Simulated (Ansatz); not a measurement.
## AlN (F-43m): the PBE gap against the wavefunction cutoff

How far can the wavefunction cutoff be lowered for the gap of AlN (F-43m)?

Main program and level: Ansatz 0.2.0; DFT, PBE, plane waves, PAW; PAW set soft_1.

Report form: the programs' logs are mostly left out.

## Step 1: The structure

The structure is cubic, space group F-43m (No. 216). Conventional cell: a = 4.368 Å, b = 4.368 Å, c = 4.368 Å, α = 90.00°, β = 90.00°, γ = 90.00°. Nearest to Al lie 4 N at 1.89 Å. Nearest to N lie 4 Al at 1.89 Å. Farther neighbours and most contacts between anions are not listed.

The cell and positions are those that the Materials Project relaxed with its own functionals (PBE, PBE+U or r2SCAN), kept fixed. This is not the form that AlN usually takes at ambient conditions.

## Step 2: Wavefunction cutoff: 190 eV

input.yaml

```yaml
crystal:
  lattice:
    - [0.0, 2.1839935596, 2.1839935596]
    - [2.1839935596, 0.0, 2.1839935596]
    - [2.1839935596, 2.1839935596, 0.0]
  atoms:
    - { symbol: Al, position: [0.0, 0.0, 0.0] }
    - { symbol: "N", position: [0.75, 0.75, 0.75] }
kpoints:
  mp_grid: { grid: [10, 10, 10] }
  band_path:
    path:
      - [0.0, 0.0, 0.0]
      - [-0.5, -0.5, 0.0]
      - [-0.375, -0.375, 0.25]
      - [-0.375, 0.0, 0.375]
      - [0.0, 0.0, 0.5]
      - [-0.5, -0.25, 0.25]
    npoints: 1
hamiltonian:
  xc: pbe
  pseudopotentials: { kind: paw, azcp: { folder: soft_1 } }
scf:
  occupations: { method: fermi_dirac, width: 0.02 }
  n_extra_bands: 4
  max_iter: 80
output:
  eigenvalues: true
  write_density: true
  write_potential: true
  elf: true
  volumetric_format: npy
basis:
  ecutwfc: 190.0
```

On the command line:

```console
ansatz run input.yaml --threads 3 --pin off --max-ram 92160MiB --backend cuda --events-out ev --progress --plain --runs-dir out --devices 1 --max-vram 13GiB
```

Run time: 9.3 s. Hardware: 1 × NVIDIA H100 80GB HBM3 (shared by 6 runs) with 3 threads of AMD EPYC 7R13 (Zen 3), shared host; peak memory 0.85 GiB; 3.1 s of CPU time.

Numbers from this step:

| Item | Value |
| --- | --- |
| gap | 3.181 eV |
| valence top at | k = (0.000, 0.100, -0.100) |
| conduction bottom at | X |
| least direct gap | 3.782 eV |

The gap is indirect, with the least direct gap 0.60 eV higher.

## Step 3: Wavefunction cutoff: 290 eV

Changes to input.yaml since step 2:

```diff
@@ -23,3 +23,3 @@
 scf:
-  occupations: { method: fermi_dirac, width: 0.02 }
+  occupations: { method: fixed }
   n_extra_bands: 4
@@ -28,7 +28,3 @@
   eigenvalues: true
-  write_density: true
-  write_potential: true
-  elf: true
-  volumetric_format: npy
 basis:
-  ecutwfc: 190.0
+  ecutwfc: 290.0
```

Wall time 11 s (1 × NVIDIA H100 80GB HBM3 (shared by 6 runs) with 3 threads); peak memory 0.84 GiB; 3.1 s of CPU time.

This step gave:

| Item | Value |
| --- | --- |
| gap | 3.343 eV |
| valence top at | Γ |
| conduction bottom at | X |
| least direct gap | 4.161 eV |

The gap is 3.343 eV, +0.163 eV from the run before at this level.

## Step 4: Wavefunction cutoff: 420 eV (the default)

input.yaml, the sections that differ from step 3:

```yaml
kpoints:
  mp_grid: { grid: [10, 10, 10] }
  band_path:
    path:
      - [[0.0, 0.0, 0.0], [-0.5, -0.5, 0.0], [-0.375, -0.375, 0.25]]
      - [[-0.375, 0.0, 0.375], [0.0, 0.0, 0.0], [0.0, 0.0, 0.5], [-0.5, -0.25, 0.25], [-0.5, -0.5, 0.0]]
    npoints: 10
scf:
  occupations: { method: fermi_dirac, width: 0.02 }
  n_extra_bands: 4
output:
  eigenvalues: true
  write_density: true
  write_potential: true
  elf: true
  volumetric_format: npy
# crystal, hamiltonian: as in step 3
# basis: removed
```

Elapsed: 9.1 s, on 1 × NVIDIA H100 80GB HBM3 (shared by 6 runs) with 3 threads; peak memory 0.85 GiB; 4.9 s of CPU time.

This step gave:

```yaml
gap: 3.325 eV
valence_top_at: Γ
conduction_bottom_at: X
least_direct_gap: 4.187 eV
```

The gap is 3.325 eV, −0.019 eV from the run before at this level.

## Step 5: Wavefunction cutoff: 630 eV

input.yaml, the sections that differ from step 4:

```yaml
kpoints:
  mp_grid: { grid: [10, 10, 10] }
  band_path:
    path:
      - [0.0, 0.0, 0.0]
      - [-0.5, -0.5, 0.0]
      - [-0.375, -0.375, 0.25]
      - [-0.375, 0.0, 0.375]
      - [0.0, 0.0, 0.5]
      - [-0.5, -0.25, 0.25]
    npoints: 1
scf:
  occupations: { method: fixed }
  n_extra_bands: 4
  max_iter: 80
basis:
  ecutwfc: 630.0
# crystal, hamiltonian, output: as in step 4
```

Wall time 9.5 s (1 × NVIDIA H100 80GB HBM3 (shared by 6 runs) with 3 threads); peak memory 0.86 GiB; 4.9 s of CPU time.

Numbers from this step:

```
gap                  : 3.324 eV
valence top at       : Γ
conduction bottom at : X
least direct gap     : 4.187 eV
```

The gap is 3.324 eV, as in the run before at this level.

## Step 6: The series

Differences are against the last row; a negative gap means that bands overlap, and a run with a band path holds that path's time. Times are wall times on 1 × NVIDIA H100 80GB HBM3 (shared by 6 runs) with 3 threads of AMD EPYC 7R13 (Zen 3), shared host, good to a factor of about two.

```tsv
wavefunction cutoff	gap (eV)	direct gap (eV)	gap error (eV)	energy error (meV/atom)	irreducible k	time
190 eV	3.181	3.782	−0.144	+1928.4	47	9.3 s
290 eV	3.343	4.161	+0.019	+137.9	47	11 s
420 eV	3.325	4.187	+0.0002	+1.3	47	9.1 s
630 eV	3.324	4.187	+0.000	+0.0	47	9.5 s
```

## Step 7: Results

| Property | Result |
| --- | --- |
| 190 eV | 3.181 eV |
| 290 eV | 3.343 eV |
| 420 eV | 3.325 eV |
| 630 eV | 3.324 eV |

In words: The gap holds to 0.02 eV from 290 eV on. At 190 eV the gap is off by −0.144 eV and the energy by +1928 meV/atom.

[Paths, hosts, dates, memory and timing lines, banners, echoed tables and standing remarks are left out of the program output.]

[Logs are printed without paths, hosts, clocks, repeated set-up lines and the standing remarks that a program may print on its own settings, such as how far it seeks lower states.]

[Runs of the session that timed out or met a known fault of the program may be left out.]

[Cells called generated may have been cut or substituted from an entry of the Crystallography Open Database or the Materials Project.]

[Hosts, paths, dates, database ids (printed as entryN), source tags and the programs' standing remarks are cut or masked in the printed files.]
